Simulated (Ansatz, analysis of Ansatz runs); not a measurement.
# Local vibrational mode of the Al-H pair in Si (PBE), part 2 of 2

Aim: the local vibrational mode of the Al-H pair in Si, to be set beside the measurement. Set-up: PBE, 64-site cell, PBE lattice, 420 eV, k: the single point 1/4 1/4 1/4, anharmonic cut along the mode. The model is a cell of 64 host atoms with Al put on another atom's site and H put in between. The frequencies come from force constants among the defect atom and its neighbours, with the masses of the isotopes named.

Ansatz 0.2.0; PBE, 64-site cell, PBE lattice, 420 eV, k: the single point 1/4 1/4 1/4, anharmonic cut along the mode.

So far. Step 2 (Relaxation, charge 0): Neighbours of the added atoms: H65: Si4 1.55, Al8 1.72, Si49 2.69 Å.

### 3. Local vibrational modes

A local mode lives on the defect and the atoms next to it, so only the sites listed in the input are displaced, which costs far fewer SCF runs than the whole cell would.

This step: plane-wave PAW DFT, PBE; finite-displacement force constants among the atoms nearest to a defect, the others at rest.

File modes/input.yaml:

```yaml
crystal:
  lattice:
    - [10.93956648, 0.0, 0.0]
    - [0.0, 10.93956648, 0.0]
    - [0.0, 0.0, 10.93956648]
  atoms:
    - { symbol: Si, position: [0.002379177, 0.00241585, 0.251130988] }
    - { symbol: Si, position: [-0.003650124, 0.248704782, -0.002642955] }
[... 1 atom line left out ...]
    - { symbol: Si, position: [0.235935533, 0.235973524, 0.233747676] }
    - { symbol: Si, position: [0.125779654, 0.125810887, 0.381125018] }
    - { symbol: Si, position: [0.118777844, 0.375214987, 0.119917577] }
    - { symbol: Si, position: [0.375095091, 0.118745296, 0.119830472] }
    - { symbol: Al, position: [0.391656628, 0.391762016, 0.398330121] }
[... 14 atom lines left out ...]
    - { symbol: Si, position: [0.375927869, 0.625560033, 0.126271563] }
[... 3 atom lines left out ...]
    - { symbol: Si, position: [0.240321668, 0.505295936, 0.506365798] }
[... 9 atom lines left out ...]
    - { symbol: Si, position: [0.626760535, 0.122371379, 0.375454137] }
    - { symbol: Si, position: [0.625482909, 0.375962226, 0.126269357] }
[... 3 atom lines left out ...]
    - { symbol: Si, position: [0.505250439, 0.240477522, 0.50642797] }
[... 6 atom lines left out ...]
    - { symbol: Si, position: [0.507168799, 0.507225165, 0.248963865] }
[... 15 atom lines left out ...]
    - { symbol: H, position: [0.334100296, 0.333573657, 0.264301485] }
basis:
  ecutwfc: 420
  xc_grid: 2
hamiltonian:
  xc: pbe
kpoints:
  mp_grid: { grid: [1, 1, 1], shift: [0.25, 0.25, 0.25] }
scf:
  occupations: { method: fermi_dirac, width: 0.01 }
  max_iter: 120
output: {}
checkpoint:
  read: "../relax.run"
phonons:
  supercell: [1, 1, 1]
  displaced_sites: [3, 6, 7, 48, 64]
```

Launch:

```bash
$ ansatz run input.yaml --threads 2 --pin off --max-ram 4710MiB --backend cpu --events-out ev --progress --plain --runs-dir out
```

Numbers of over 12 decimals in the logs are rounded to 6 here.

Output:

```text
[...]
Crystal: 65 atoms, lattice volume = 1309.183 Å³
Basis set: ecut = 420 eV, 25677 PW (Γ), exchange–correlation on 150×150×150 points (8 copies of the dense FFT grid, shifted against one another)
Bands: 193, of which v1, the nominal top of the filled ones, is band 128 counted from 1 (127 counted from 0)
Symmetry: 1 space group operations
k-points: 1
[...]
iter 1 solved again at ethr=6.26e-12 eV; its pass at ethr=3.10e-3 eV (dr2=1.60e-8 eV) is discarded
[...]
SCF iter   4: F=-40608.041201 eV  HF=-40608.041201 eV  |F-HF|=2.18e-11  |Δ(HF+E_count)|=  4.66e-10  Δρ=2.34e-8  dr2=1.50e-11  ethr=1.00e-12  ⟨swp⟩=4.0  Hψ=668  notcnv=0
SCF 1 converged in 4 iterations: F = -40608.041201 eV  dr2 = 1.50e-11
[...]
SCF 2 converged in 8 iterations: F = -40608.041164 eV  dr2 = 2.40e-13
[...]
symmetry images taken by strict's conditions (phonons.symmetry_images: auto; settled by no image being taken that strict refuses)
  force constants formed among 5 of 65 sites (Si 3, Si 6, Al 7, Si 48, H 64); the other 60 at rest. The modes move the named sites alone.
  the frequencies, the zero-point energy and the sums are of the block with the acoustic sum rule laid on its rows. Row sums over every site: 8.1e-5 eV/Å² at the most
  transpose residual: 5.3e-5 eV/Å²
  largest component of a force at the reference: 6.6e-3 eV/Å on a named site, 6.7e-3 eV/Å on a site at rest
  frequencies among the named sites at Γ of the cell (cm⁻¹): 144.67 179.75 237.53 249.59 301.02 341.55 348.53 351.70 371.60 379.64 395.64 441.09 459.72 900.66 1997.16
  unstable modes among the named sites: 0
  frequencies as built, with no sum rule (cm⁻¹): 144.67 179.75 237.53 249.59 301.03 341.55 348.54 351.70 371.60 379.64 395.64 441.09 459.72 900.66 1997.16
  zero-point energy: 0.440136 eV/cell   skipped modes (ω ≤ 0): 0
  not written: the harmonic force-constant file, the file of eigenvectors (these modes' are written with the force constants), the density of states and the dispersion, which are of every site
[key lines of the parts left out:]
SCF converged after 4 iterations
Free energy (F): -40608.041201 eV
Fermi energy:    6.337857 eV
```

It took 8.5 min on 2 threads of Arm Neoverse V2, shared host; peak memory 1.6 GiB.

Read from the output:

```yaml
free_energy: -40608.0412 eV
```

The modes with the largest weight on the probed atoms (the light atom of a pair), for the masses of each isotope. Modes of the displaced atoms (local only where they lie over the host's phonons):

```csv
isotopes,mode (cm⁻¹),share of the defect atoms
H,1997,0.981
H,900.7,0.893
H,301,0.587
D,1427,0.961
D,672.2,0.787
D,224.6,0.747
```

### 4. Point 1 along the mode

A light atom samples the curved part of its well, so the energy is mapped along the mode and the one-dimensional Schrödinger equation solved on it.

This step: plane-wave PAW DFT, PBE; single point of a defect supercell.

File cut0/input.yaml:

```yaml
crystal:
  lattice:
    - [10.93956648, 0.0, 0.0]
    - [0.0, 10.93956648, 0.0]
    - [0.0, 0.0, 10.93956648]
  atoms:
    - { symbol: Si, position: [0.002379177, 0.00241585, 0.251130988] }
    - { symbol: Si, position: [-0.003650124, 0.248704782, -0.002642955] }
[... 1 atom line left out ...]
    - { symbol: Si, position: [0.236520917, 0.236554911, 0.233975238] }
    - { symbol: Si, position: [0.125779654, 0.125810887, 0.381125018] }
    - { symbol: Si, position: [0.118777844, 0.375214987, 0.119917577] }
    - { symbol: Si, position: [0.375117315, 0.118777483, 0.119856277] }
    - { symbol: Al, position: [0.391750076, 0.391857054, 0.398694412] }
[... 14 atom lines left out ...]
    - { symbol: Si, position: [0.375927869, 0.625560033, 0.126271563] }
[... 3 atom lines left out ...]
    - { symbol: Si, position: [0.240321668, 0.505295936, 0.506365798] }
[... 9 atom lines left out ...]
    - { symbol: Si, position: [0.626760535, 0.122371379, 0.375454137] }
    - { symbol: Si, position: [0.625482909, 0.375962226, 0.126269357] }
[... 3 atom lines left out ...]
    - { symbol: Si, position: [0.505250439, 0.240477522, 0.50642797] }
[... 6 atom lines left out ...]
    - { symbol: Si, position: [0.507198982, 0.507255264, 0.24895404] }
[... 15 atom lines left out ...]
    - { symbol: H, position: [0.312734866, 0.312255133, 0.246299134] }
basis:
  ecutwfc: 420
  xc_grid: 2
hamiltonian:
  xc: pbe
kpoints:
  mp_grid: { grid: [1, 1, 1], shift: [0.25, 0.25, 0.25] }
scf:
  occupations: { method: fermi_dirac, width: 0.01 }
  max_iter: 120
output:
  forces: true
checkpoint:
  read: "../relax.run"
```

Output:

```text
[...]
Warning: checkpoint.read: the run can stay near the saved state's solution: 5 site(s) moved relative to the saved geometry (max |Δs| = 2.137e-2 fractional); [...]
[...]
Crystal: 65 atoms, lattice volume = 1309.183 Å³
Basis set: ecut = 420 eV, 25677 PW (Γ), exchange–correlation on 150×150×150 points (8 copies of the dense FFT grid, shifted against one another)
Bands: 193, of which v1, the nominal top of the filled ones, is band 128 counted from 1 (127 counted from 0)
Symmetry: 1 space group operations
[...]
k-points: 1
[...]
SCF iter   5: F=—  HF=-40606.324987 eV  |F-HF|=—  |Δ(HF+E_count)|=   2.65e-5  Δρ=2.36e-5  dr2=1.37e-5  ethr=7.91e-8  ⟨swp⟩=2.0  Hψ=262  notcnv=0
automatic band count: iteration 5 solves 148 bands in place of 193: the levels show a gap, and the empty bands left out lie too high to hold charge; the band table lists the bands solved (type scf.n_extra_bands for more)
[...]
SCF converged after 7 iterations
Free energy (F): -40606.324336 eV
[...]
Internal energy: -40606.324336 eV  (E = F + TS)
E sigma→0 (E₀):  -40606.324336 eV
Fermi energy:    6.338015 eV
[...]
--- Forces (eV/Å), atoms counted from 1 ---
  atom   1  Si    -0.00068688    -0.00043729     0.02274676
  atom   2  Si    -0.01213274     0.06326451    -0.01169665
  [... 1 atom left out ...]
  atom   4  Si    -7.58871893    -7.53614316    -1.47999008
  atom   5  Si     0.03599234     0.03560998    -0.01528318
  atom   6  Si    -0.16264782    -0.09472241    -0.11489726
  atom   7  Si    -0.09625226    -0.16759010    -0.11795992
  atom   8  Al    -0.11787612    -0.12130258    -0.60819925
  [... 18 atoms left out ...]
  atom  27  Si    -0.08245296    -0.04224740    -0.02472950
  [... 10 atoms left out ...]
  atom  38  Si    -0.00073964     0.01363032    -0.00870123
  [... 3 atoms left out ...]
  atom  42  Si    -0.04332288    -0.08332501    -0.02716650
  [... 6 atoms left out ...]
  atom  49  Si    -0.12089228    -0.12096540     0.00281230
  [... 15 atoms left out ...]
  atom  65  H      8.11122444     8.06407880     2.41608998
  max |Σ_I F_I| component: 1.04e-4 eV/Å
```

Elapsed: 18 s, on 2 threads; peak memory 1.6 GiB; 36 s of CPU time.

This step gave:

* free energy: -40606.3243 eV

The other runs of this kind differ in structure, charge or spin alone:

```csv
run,outcome,energy less the first (eV),moment (μB),time
point 1 along the mode,converged,0.0000,0.00,18 s
point 2 along the mode,converged,-0.9116,0.00,20 s
point 3 along the mode,converged,-1.3805,0.00,19 s
point 4 along the mode,converged,-1.6406,0.00,17 s
point 5 along the mode,converged,-1.6521,0.00,16 s
point 6 along the mode,converged,-1.4672,0.00,18 s
point 7 along the mode,converged,-1.1890,0.00,18 s
point 8 along the mode,converged,-0.7330,0.00,16 s
point 9 along the mode,converged,-0.1002,0.00,17 s
```

### 5. Anharmonic fundamental

Analysis of the runs above: one-dimensional Schroedinger equation on a polynomial through PBE energies along the local mode.

It gives:

| Quantity | Value |
| --- | --- |
| stretch | 2031 cm⁻¹ |
| stretch harmonic | 1997 cm⁻¹ |

The energy by normal coordinate:

```csv
normal coordinate (amu½ Å),energy (eV)
-0.390,1.72
-0.286,0.805
-0.195,0.336
-0.097,0.0763
0.000,0
0.097,0.0648
0.195,0.250
0.286,0.528
0.390,0.984
0.494,1.62
```

### 6. What came out

```yaml
distance_from_the_defect_atom_to_its_nearest_neighbour: 1.551 Å
si_h_stretch_1h: 2031 cm⁻¹
time_of_the_whole_chain: 14 min on 2 threads
```

**Reading.** Si-H stretch, 1H: computed 2031 cm⁻¹, measured 2201 cm⁻¹; 170 cm⁻¹ (8 %) below the measurement. The anharmonic cut moves the Si-H stretch, 1H from 1997 to 2031 cm⁻¹; a straight cut leaves out the coupling to the other modes. Only the named neighbours move, so modes near the host's band are approximate.

[Logs are printed without paths, hosts, clocks, repeated set-up lines and the standing remarks that a program may print on its own settings, such as how far it seeks lower states.]

[Hosts, paths, dates, database ids (printed as entryN), source tags and the programs' standing remarks are cut or masked in the printed files.]

[For some hosts the program warned that the k-mesh of the response run may be too coarse for force constants and the static dielectric constant; such warnings are not shown here.]
